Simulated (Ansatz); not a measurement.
# Ru chain started as a strip of triangles: one chain at several levels of theory, part 2 of 4

Aim: how far do the period, the moment and the conductance of the Ru chain started as a strip of triangles depend on the functional, the datasets and spin-orbit coupling, and at what cost?

Ansatz 0.2.0; DFT PBE, plane waves, PAW; relaxation of a chain's period (the session's first sound run).

So far. Step 2 (Relaxing the period, level PBE, cutoff 420 eV): The cell's length comes to 2.465 Å with an absolute moment of 3.20 μB a cell. That is -14 % against the start, more than a small adjustment.

## 3. The perfect wire, level PBE, cutoff 420 eV

This step: DFT PBE, plane waves, PAW; channels and complex bands of a perfect chain (Ansatz 0.2.0).

At the relaxed period the Bloch states of the perfect chain are found at each energy: those that move forward count the open channels, and those that decay describe how a disturbance dies away inside the wire itself. An energy step of 0.035 eV is under the 0.039 eV that the program asks for its thermal average at 300 K.

Input file input.yaml:

```yaml
crystal:
  lattice:
    - [9.0, 0.0, 0.0]
    - [0.0, 7.5, 0.0]
    - [0.0, 0.0, 2.4651655335]
  atoms:
    - { symbol: Ru, position: [0.381318772, 0.5, 0.0], spin: 1.18 }
    - { symbol: Ru, position: [0.618681228, 0.5, 0.5], spin: 1.18 }
magnetization:
  spin_polarized: true
kpoints:
  mp_grid: { grid: [1, 1, 33] }
  band_path: { path: ["Γ", Z], npoints: 60 }
scf:
  occupations: { method: fermi_dirac, width: 0.05 }
hamiltonian:
  xc: pbe
output:
  transmission:
    e_range: [-2, 2]
    de: 0.035
    kmesh: [1, 1]
    reduced_basis: true
    leads: [[0, 0]]
  dos: { projected: true, e_range: [-6, 4] }
  write_potential: true
  write_density: true
  volumetric_format: npy
  elf: true
```

Run with:

```sh
$ ansatz run input.yaml --threads 4 --pin off --max-ram 8192MiB --backend cpu --events-out ev --progress --plain --runs-dir out
```

Numbers of over 12 decimals in the logs are rounded to 6 here.

The log of the run:

```text
[...]
Crystal: 2 atoms, lattice volume = 166.399 Å³
Basis set: ecut = 420 eV, 3235 PW (Γ)
Bands: 22, of which v1, the nominal top of the filled ones, is band 16 counted from 1 (15 counted from 0)
Symmetry: 8 space group operations
[...]
k-points: 17 of 33
[...]
Starting moments: Σ|m| = 2.36 μB on 2 of 2 sites
[...]
SCF iter   1: F=—  HF=-11752.173147 eV  |F-HF|=—  |Δ(HF+E_count)|=         —  Δρ=2.32e-2 (↑2.32e-2 ↓1.66e-2)  dr2=3.40e0  dr2_m=1.93e-1  M=1.589 μB ∫|m|=1.590 μB  β_m=0.30  ethr=3.10e-3  ⟨swp⟩=5.9  Hψ=3405  notcnv=0
[...]
SCF iter  11: F=-11750.982991 eV  HF=-11750.982991 eV  |F-HF|=8.44e-9  |Δ(HF+E_count)|=   1.79e-9  Δρ=2.29e-6 (↑2.29e-6 ↓1.26e-6)  dr2=1.30e-8  dr2_m=2.75e-9  M=3.095 μB ∫|m|=3.121 μB  ethr=2.24e-10  ⟨swp⟩=1.4  Hψ=2287  notcnv=0
SCF 1 converged in 11 iterations: F = -11750.982991 eV  dr2 = 1.30e-8
[...]
transmission: 8 of 48 steps passed
transmission: 12 of 48 steps passed
[...]
transmission: 48 of 48 steps passed
WARN: The output density's exchange-correlation potential varies sharply where the density is thin. Do not read a vacuum level from v_tot or v_xc, or from such a field of the output density. On a cell that repeats whose density bears no net charge and no dipole along the vacuum's axis use v_es (v_loc + v_h of the components); under efield.dipole_correction with no amplitude use v_es + v_field, which holds any externa [...]
NSCF: frozen V_eff on 61 k-points
SCF converged after 11 iterations
Magnetization: 3.0953 μB (17.5477 up, 14.4523 down)
Absolute magnetization: 3.1206 μB (∫|ρ↑−ρ↓|, with the PAW one-centre terms)
[...]
Per-site moments (μB) at R_I (Å): [(1.152277, 1.016881), (1.152277, 1.016881)]
Free energy (F): -11750.982991 eV
[...]
Internal energy: -11750.949132 eV  (E = F + TS)
E sigma→0 (E₀):  -11750.966062 eV
Entropy (-TS):   -0.033859 eV (-16.930 meV/atom)
Fermi energy:    0.204665 eV
[...]
--- Band table (eV; the first three rows and the last of 34) ---
  k-point 0 ↑: bands = [... 12 lower, -2.2719, -1.1571, -0.8453, -0.8219, -0.0463, 0.5492, 1.0855, 1.7612, ... 2 higher]
  k-point 1 ↑: bands = [... 12 lower, -2.2574, -1.1887, -0.9132, -0.8343, 0.0548, 0.5168, 0.9264, 1.6549, ... 2 higher]
  k-point 2 ↑: bands = [... 12 lower, -2.2139, -1.3407, -0.9777, -0.8747, 0.2778, 0.4282, 0.6164, 1.2674, ... 2 higher]
  k-point 16 ↓: bands = [... 12 lower, 0.4262, 0.5690, 0.7218, 0.8118, 1.4989, 1.4998, 5.3215, 5.6527, ... 2 higher]
--- Transmission ---
  basis      : 595 plane waves across, 4 finite elements along
  points     : 1, standing for a mesh of 1 x 1
  filling    : by the input's occupations and mesh, since the crystals that have channels conduct as metals do. If one of these is a semiconductor, that mesh has misplaced its level
  energies   : 115 from -2.000000 to 1.990000 eV about the Fermi level, 0.035000 eV apart; the leads are filled to 0.000000 eV, and channels, transmission and decay are at -0.005000 eV
  crystal 0  : Ru2, at the sites [0, 0], period 2.4652 Å: whole cells are its period
    offset         : up to 0.0000 Å between an atom of the period and one for which it stands
    filled         : 2.8 meV under the level at which it is neutral
    channels       : 7.000000e0 up, 6.000000e0 down
    conductance    : 7.6967e14 S/m² at 300 K; may be off by some 0.0 % by where its bands' edges are placed, 0.2 % from the distance to neutral
```

Run time: 1.8 min. Hardware: 4 threads of Intel Xeon 6975P-C (Granite Rapids), shared host; peak memory 0.93 GiB.

This step gave:

```yaml
energy_at_zero_smearing: -11750.9661 eV
total_moment: 3.095 μB
absolute_moment: 3.121 μB
channels_at_the_energy_nearest_the_fermi_level_spin_up: 7
channels_at_the_energy_nearest_the_fermi_level_spin_down: 6
conductance_of_the_lead_as_this_run_defines_it: 6.705 G₀
band_gap: 0 eV
```

The open channels of the lead by energy, zero at the Fermi level:

```csv
energy (eV),spin up,spin down
-2.00,5,2
-1.90,5,4
-1.79,5,4
-1.69,5,4
-1.58,7,4
-1.48,7,4
-1.37,7,5
-1.23,6,5
-1.12,8,5
-1.02,6,5
-0.92,6,5
-0.81,6,5
-0.70,6,5
-0.60,4,5
-0.49,4,7
-0.39,6,7
-0.28,6,6
-0.18,7,6
-0.07,7,6
-0.01,7,6
0.07,7,7
0.17,7,7
0.28,7,6
0.38,6,8
0.48,4,8
0.59,4,9
0.69,4,9
0.80,4,7
0.91,3,7
1.01,3,7
1.11,3,7
1.22,3,6
1.36,3,4
1.47,3,4
1.57,4,4
1.68,4,4
1.78,3,3
1.89,3,3
1.99,4,3
```

Spin up; the slowest values at each energy, most degenerate partners merged, listed up to 1.5 1/Å. Im kz of the slowest decaying states against energy, zero at the Fermi level:

```csv
energy (eV),decay 1 (Å⁻¹),decay 2 (Å⁻¹),decay 3 (Å⁻¹),decay 4 (Å⁻¹)
-2.000,0.224,0.313,0.654,1.03
-1.790,0.166,0.300,0.567,0.973
-1.615,0.0508,0.285,0.473,0.923
-1.405,0.265,0.299,0.852,1.12
-1.195,0.0446,0.238,0.762,1.09
-0.985,0.0611,0.150,0.202,0.624
-0.810,0.0971,0.161,0.424,1.04
-0.600,0.0919,0.103,0.171,0.420
-0.390,0.0778,0.358,0.386,0.988
-0.215,0.424,0.447,0.967,1.01
-0.005,0.526,0.544,0.943,0.981
0.205,0.588,0.626,0.921,0.951
0.415,0.110,0.638,0.687,0.901
0.590,0.154,0.195,0.673,0.728
0.800,0.226,0.253,0.710,0.770
1.010,0.0567,0.276,0.293,0.742
1.185,0.0721,0.311,0.318,0.766
1.395,0.0621,0.343,0.346,0.771
1.605,0.362,0.376,0.736,0.814
1.815,0.0198,0.377,0.403,0.7
```

Spin down; the slowest values at each energy, most degenerate partners merged, listed up to 1.5 1/Å. Table of Im kz of the slowest decaying states by energy, zero at the Fermi level:

```csv
energy (eV),decay 1 (Å⁻¹),decay 2 (Å⁻¹),decay 3 (Å⁻¹),decay 4 (Å⁻¹)
-2.000,0.0475,0.239,0.240,0.509
-1.790,0.274,0.293,0.406,0.899
-1.615,0.284,0.297,0.323,0.864
-1.405,0.280,0.340,0.818,1.12
-1.195,0.262,0.344,0.768,1.08
-0.985,0.228,0.336,0.712,1.04
-0.810,0.182,0.323,0.659,1.01
-0.600,0.0659,0.299,0.585,0.957
-0.390,0.266,0.493,0.902,1.06
-0.215,0.0675,0.232,0.392,0.848
-0.005,0.0487,0.182,0.200,0.771
0.205,0.0697,0.114,0.115,0.667
0.415,0.0852,0.335,0.461,0.956
0.590,0.378,0.931,0.976,0.981
0.800,0.164,0.304,0.900,0.950
1.010,0.339,0.351,0.868,0.926
1.185,0.0457,0.424,0.477,0.841
1.395,0.107,0.202,0.500,0.569
1.605,0.192,0.260,0.559,0.635
1.815,0.0351,0.247,0.298,0.607
```

Electronic bands along the path, in eV, zero at the Fermi level:

```csv
point,up 16,up 17,up 18,up 19,down 13,down 14,down 15,down 16
Γ,-1.03,-0.25,0.34,0.88,-1.41,-0.34,0.01,0.19
halfway,-1.23,-0.84,-0.46,-0.29,-1.53,-0.97,-0.52,-0.45
Z,-0.80,0.42,0.42,4.84,0.29,0.29,0.57,0.57
```

Spin density in the ca plane at fractional y = 0.500, with atoms of Ru within 0.2 Å of it.

Ten even steps from '0' (-0.01 e/Å³) to '9' (0.76 e/Å³), each cell a mean:
```
0000000000000
0000000000000
0000000000000
0000000000000
0000000000000
0000000000000
0000112211000
0001245542100
0002237732200
0002359953200
0000235532000
0000001100000
3210000000012
8642100001246
9632100001236
7532100001235
3321000000123
1100000000001
0000000000000
0000000000000
0000000000000
0000000000000
0000000000000
0000000000000
```
Columns run along c (2.5 Å), rows up along a (9.0 Å). Atoms in or near the plane, at fractional coordinates: Ru at (0.00, 0.38), Ru at (0.50, 0.62).

Electrostatic potential energy in the ca plane at fractional y = 0.500, with atoms of Ru within 0.2 Å of it. With pseudopotentials it is smooth inside the atoms' cores, unlike the true potential.

Ten even steps from '0' (-104 eV) to '9' (4 eV), each cell a mean:
```
9999999999999
9999999999999
9999999999999
9999999999999
9999999999999
9999999999999
9999877778999
9987532235789
9874200002478
9875200002578
9987643346789
9998888888899
6678899998876
1135789987531
0003689986300
0024789987420
5567899998765
8899999999998
9999999999999
9999999999999
9999999999999
9999999999999
9999999999999
9999999999999
```
Columns run along c (2.5 Å; values clipped at the 3rd and 97th percentile), rows up along a (9.0 Å). Atoms in or near the plane, at fractional coordinates: Ru at (0.00, 0.38), Ru at (0.50, 0.62).

ELF in the ca plane at fractional y = 0.500, with atoms of Ru within 0.2 Å of it. It is the smooth field of the valence electrons, not physical close to the nuclei.

Values, 24 rows by 13 columns, each cell a mean:
```
0.00 0.00 0.00 0.00 0.00 0.00 0.00 0.00 0.00 0.00 0.00 0.00 0.00
0.03 0.03 0.02 0.02 0.02 0.02 0.02 0.02 0.02 0.02 0.02 0.02 0.03
0.09 0.08 0.07 0.06 0.05 0.05 0.04 0.04 0.05 0.05 0.06 0.07 0.08
0.16 0.15 0.13 0.10 0.08 0.07 0.06 0.06 0.07 0.08 0.10 0.13 0.15
0.23 0.21 0.17 0.13 0.10 0.09 0.08 0.08 0.09 0.10 0.13 0.17 0.21
0.28 0.25 0.19 0.15 0.14 0.14 0.14 0.14 0.14 0.14 0.15 0.19 0.25
0.30 0.27 0.22 0.23 0.28 0.35 0.40 0.40 0.35 0.28 0.23 0.22 0.27
0.31 0.29 0.31 0.45 0.59 0.65 0.66 0.66 0.65 0.59 0.45 0.31 0.29
0.29 0.29 0.41 0.60 0.66 0.54 0.32 0.32 0.54 0.66 0.60 0.41 0.29
0.25 0.25 0.36 0.56 0.66 0.59 0.44 0.44 0.59 0.66 0.56 0.36 0.25
0.28 0.26 0.27 0.37 0.50 0.57 0.58 0.58 0.57 0.50 0.37 0.27 0.26
0.29 0.29 0.30 0.31 0.32 0.33 0.33 0.33 0.33 0.32 0.31 0.30 0.29
0.46 0.45 0.42 0.35 0.30 0.28 0.29 0.29 0.28 0.30 0.35 0.42 0.45
0.57 0.61 0.64 0.56 0.39 0.25 0.25 0.25 0.25 0.39 0.56 0.64 0.61
0.23 0.39 0.62 0.66 0.51 0.32 0.27 0.27 0.32 0.51 0.66 0.62 0.39
0.53 0.59 0.66 0.62 0.46 0.31 0.30 0.30 0.31 0.46 0.62 0.66 0.59
0.59 0.56 0.49 0.37 0.27 0.25 0.30 0.30 0.25 0.27 0.37 0.49 0.56
0.22 0.21 0.19 0.17 0.19 0.23 0.28 0.28 0.23 0.19 0.17 0.19 0.21
0.10 0.10 0.11 0.13 0.16 0.21 0.25 0.25 0.21 0.16 0.13 0.11 0.10
0.07 0.07 0.08 0.10 0.13 0.17 0.19 0.19 0.17 0.13 0.10 0.08 0.07
0.05 0.05 0.06 0.07 0.09 0.11 0.12 0.12 0.11 0.09 0.07 0.06 0.05
0.03 0.03 0.03 0.04 0.04 0.05 0.05 0.05 0.05 0.04 0.04 0.03 0.03
0.01 0.01 0.01 0.01 0.01 0.01 0.01 0.01 0.01 0.01 0.01 0.01 0.01
0.00 0.00 0.00 0.00 0.00 0.00 0.00 0.00 0.00 0.00 0.00 0.00 0.00
```
Columns run along c (2.5 Å), rows up along a (9.0 Å). Atoms in or near the plane, at fractional coordinates: Ru at (0.00, 0.38), Ru at (0.50, 0.62).

By hand: the program gives 7.6967 × 10^14 S/m² over the cell's cross-section of 67.50 Å² = 6.750 × 10^-19 m², so one cell conducts 5.195 × 10^-4 S. Divided by G0 = 2e²/h = 7.748 × 10^-5 S this is 6.71 G0, a resistance of 1.92 kΩ.

At the computed energy nearest the Fermi level there are 7 spin-up and 6 spin-down channels, and the thermal average gives 6.71 G₀.

## 4. Relaxation of atoms and period

This step: DFT RPBE, plane waves, PAW; relaxation of a chain's period (Ansatz 0.2.0).

The relaxation is repeated under another functional. RPBE strengthens the exchange enhancement and tends to longer, weaker bonds than PBE.

input.yaml, the sections that differ from step 3:

```yaml
crystal:
  lattice:
    - [9.0, 0.0, 0.0]
    - [0.0, 7.5, 0.0]
    - [0.0, 0.0, 2.85722]
  atoms:
    - { symbol: Ru, position: [0.364382222, 0.5, 0.0], spin: 2.0 }
    - { symbol: Ru, position: [0.635617778, 0.5, 0.5], spin: 2.0 }
kpoints:
  mp_grid: { grid: [1, 1, 28] }
hamiltonian:
  xc: rpbe
relax:
  cell: { fix: [a, b, alpha, beta, gamma] }
  max_steps: 60
# magnetization, scf: as in step 3
# output: removed
```

The log of the run:

```text
[...]
Crystal: 2 atoms, lattice volume = 192.862 Å³
Basis set: ecut = 420 eV, 3771 PW (Γ), exchange–correlation on 128×108×40 points (8 copies of the dense FFT grid, shifted against one another)
Bands: 22, of which v1, the nominal top of the filled ones, is band 16 counted from 1 (15 counted from 0)
Symmetry: 8 space group operations
[...]
0.000000      -0.215542       0.000000
        0.000000       0.000000       0.012883
  P = ⅓ Tr σ = -0.0850 GPa (-0.850 kbar)
--- Relaxed structure (8 steps of the walk, 8 accepted, 1 SCFs on fresh bases) ---
[...]
cell:  # Å, volume = 173.0529 Å³
    - [9.0, 0.0, 0.0]
    - [0.0, 7.5, 0.0]
    - [0.0, 0.0, 2.563747]
  atoms:
    - { symbol: Ru, position: [0.383795, 0.5, 0.0] }
    - { symbol: Ru, position: [0.616205, 0.5, 0.5] }
[key lines of the parts left out:]
SCF converged after 10 iterations
Magnetization: 3.9256 μB (17.9628 up, 14.0372 down)
Free energy (F): -11766.131434 eV
Fermi energy:    0.202031 eV
```

Run time: 33 s. Hardware: 4 threads; peak memory 0.58 GiB.

The steps of the relaxation:

```csv
step,energy less that of the first step (eV),largest force component (eV/Å),pressure (GPa),volume (Å³)
1,0.0000,2.1184,-3.59,192.86
2,-0.8750,0.5542,-1.39,186.70
3,-0.9119,1.1457,0.95,177.20
4,-0.9657,0.1978,-0.43,175.53
5,-0.9706,0.0529,-0.19,173.72
6,-0.9710,0.0038,-0.06,172.66
7,-0.9711,0.0102,-0.10,172.98
8,-0.9711,0.0001,-0.09,173.05
9*,-0.9688,0.0016,-0.08,173.05
```

Relaxation steps marked * repeat the geometry before them on a plane-wave basis chosen anew for their cell, so energy and pressure can jump there.

The run keeps the 8 symmetry operations that it works with, so distortions that break them were not tested.

```csv
cell as run,before,after,change
c (Å),2.857,2.564,-10.3 %
```

The atoms that moved most (Å, along periodic axes as changes of fractional coordinates times the final cell, across vacuum about the mean position):

```csv
atom,dx,dy,dz,length
Ru1,0.175,0.000,0.000,0.175
Ru2,-0.175,0.000,0.000,0.175
```

The relaxed structure:

```
Ru
1.0
     9.00000    0.00000    0.00000
     0.00000    7.50000    0.00000
     0.00000    0.00000    2.56375
Ru
2
Direct
  0.38380 0.50000 0.00000
  0.61620 0.50000 0.50000
```

The cell's length comes to 2.564 Å, +4.0 % against the first run, with an absolute moment of 3.96 μB a cell.

## 5. Bands of the perfect wire, level RPBE, cutoff 420 eV

This step: DFT RPBE, plane waves, PAW; channels and complex bands of a perfect chain (Ansatz 0.2.0).

The channels are counted again under RPBE, at the period that it gave.

Input file input.yaml:

```yaml
crystal:
  lattice:
    - [9.0, 0.0, 0.0]
    - [0.0, 7.5, 0.0]
    - [0.0, 0.0, 2.5637473091]
  atoms:
    - { symbol: Ru, position: [0.383795402, 0.5, 0.0], spin: 1.47 }
    - { symbol: Ru, position: [0.616204598, 0.5, 0.5], spin: 1.47 }
magnetization:
  spin_polarized: true
kpoints:
  mp_grid: { grid: [1, 1, 32] }
  band_path: { path: ["Γ", Z], npoints: 60 }
scf:
  occupations: { method: fermi_dirac, width: 0.05 }
hamiltonian:
  xc: rpbe
output:
  transmission:
    e_range: [-2, 2]
    de: 0.035
    kmesh: [1, 1]
    reduced_basis: true
    leads: [[0, 0]]
  dos: { projected: true, e_range: [-6, 4] }
```

The log of the run:

```text
[...]
Crystal: 2 atoms, lattice volume = 173.053 Å³
Basis set: ecut = 420 eV, 3391 PW (Γ)
Bands: 22, of which v1, the nominal top of the filled ones, is band 16 counted from 1 (15 counted from 0)
Symmetry: 8 space group operations
[...]
k-points: 17 of 32
[...]
Starting moments: Σ|m| = 2.94 μB on 2 of 2 sites
[...]
--- Transmission ---
  basis      : 595 plane waves across, 4 finite elements along
  points     : 1, standing for a mesh of 1 x 1
[...]
crystal 0  : Ru2, at the sites [0, 0], period 2.5637 Å: whole cells are its period
[...]
filled         : 1.6 meV under the level at which it is neutral
    channels       : 6.000000e0 up, 6.000000e0 down
[...]
[key lines of the parts left out:]
SCF converged after 11 iterations
Magnetization: 3.8993 μB (17.9497 up, 14.0503 down)
Free energy (F): -11766.134571 eV
Fermi energy:    0.194465 eV
```

The job ended after 96 s (4 threads; peak memory 0.93 GiB).

At the computed energy nearest the Fermi level there are 6 spin-up and 6 spin-down channels, and the thermal average gives 6.00 G₀.

## 6. Relaxation of atoms and period, cutoff 500 eV

This step: DFT r2SCAN, plane waves, PAW; relaxation of a chain's period (Ansatz 0.2.0).

The relaxation is repeated under another functional. r2SCAN also reads the kinetic-energy density; it often gives larger moments and wider gaps than PBE, at a higher cost. Against the first PBE run of this kind, the cutoff is 500 eV against 420.

input.yaml, the sections that differ from step 5:

```yaml
crystal:
  lattice:
    - [9.0, 0.0, 0.0]
    - [0.0, 7.5, 0.0]
    - [0.0, 0.0, 2.85722]
  atoms:
    - { symbol: Ru, position: [0.364382222, 0.5, 0.0], spin: 2.0 }
    - { symbol: Ru, position: [0.635617778, 0.5, 0.5], spin: 2.0 }
kpoints:
  mp_grid: { grid: [1, 1, 28] }
hamiltonian:
  xc: r2scan
relax:
  cell: { fix: [a, b, alpha, beta, gamma] }
  max_steps: 60
# magnetization, scf: as in step 5
# output: removed
```

The log of the run:

```text
[...]
Crystal: 2 atoms, lattice volume = 192.862 Å³
Basis set: ecut = 500 eV, 4877 PW (Γ), exchange–correlation on 288×240×96 points (64 copies of the dense FFT grid, shifted against one another)
Bands: 22, of which v1, the nominal top of the filled ones, is band 16 counted from 1 (15 counted from 0)
Symmetry: 8 space group operations
[...]
0.000000      -0.235700       0.000000
        0.000000       0.000000      -0.012270
  P = ⅓ Tr σ = -0.0937 GPa (-0.937 kbar)
--- Relaxed structure (7 steps of the walk, 7 accepted, 1 SCFs on fresh bases) ---
[...]
cell:  # Å, volume = 174.2264 Å³
    - [9.0, 0.0, 0.0]
    - [0.0, 7.5, 0.0]
    - [0.0, 0.0, 2.581132]
  atoms:
    - { symbol: Ru, position: [0.385033, 0.5, 0.0] }
    - { symbol: Ru, position: [0.614967, 0.5, 0.5] }
[key lines of the parts left out:]
SCF converged after 12 iterations
Magnetization: 5.0535 μB (18.5268 up, 13.4732 down)
Free energy (F): -11775.019027 eV
Fermi energy:    0.041985 eV
```

Wall time 91 s (4 threads); peak memory 1.1 GiB.

The steps of the relaxation:

```csv
step,energy less that of the first step (eV),largest force component (eV/Å),pressure (GPa),volume (Å³)
1,0.0000,2.1099,-3.98,192.86
2,-0.9549,0.6494,-1.90,185.39
3,-1.0213,1.6067,1.27,175.92
4,-1.1201,0.2219,-0.23,173.84
5,-1.1212,0.1126,-0.06,174.70
6,-1.1220,0.0087,-0.05,174.04
7,-1.1221,0.0012,-0.09,174.23
8*,-1.1208,0.0017,-0.09,174.23
```

Relaxation steps marked * repeat the geometry before them on a plane-wave basis chosen anew for their cell, so energy and pressure can jump there.

Forces are held to the 8 operations that the run works with; a distortion that breaks them can't arise in this run.

```csv
cell as run,before,after,change
c (Å),2.857,2.581,-9.7 %
```

The atoms that moved most (Å, along periodic axes as changes of fractional coordinates times the final cell, across vacuum about the mean position):

```csv
atom,dx,dy,dz,length
Ru1,0.186,0.000,0.000,0.186
Ru2,-0.186,0.000,0.000,0.186
```

The relaxed structure:

```xyz
2
Lattice="9.0000 0.0000 0.0000 0.0000 7.5000 0.0000 0.0000 0.0000 2.5811" Properties=species:S:1:pos:R:3
Ru    3.4653    3.7500    0.0000
Ru    5.5347    3.7500    1.2906
```

The cell's length comes to 2.581 Å, +4.7 % against the first run, with an absolute moment of 5.20 μB a cell.

[end of part 2 of 4]

[Logs are printed without paths, hosts, clocks, repeated set-up lines and the standing remarks that a program may print on its own settings, such as how far it seeks lower states.]

[Hosts, paths, dates, database ids (printed as entryN), source tags and the programs' standing remarks are cut or masked in the printed files.]
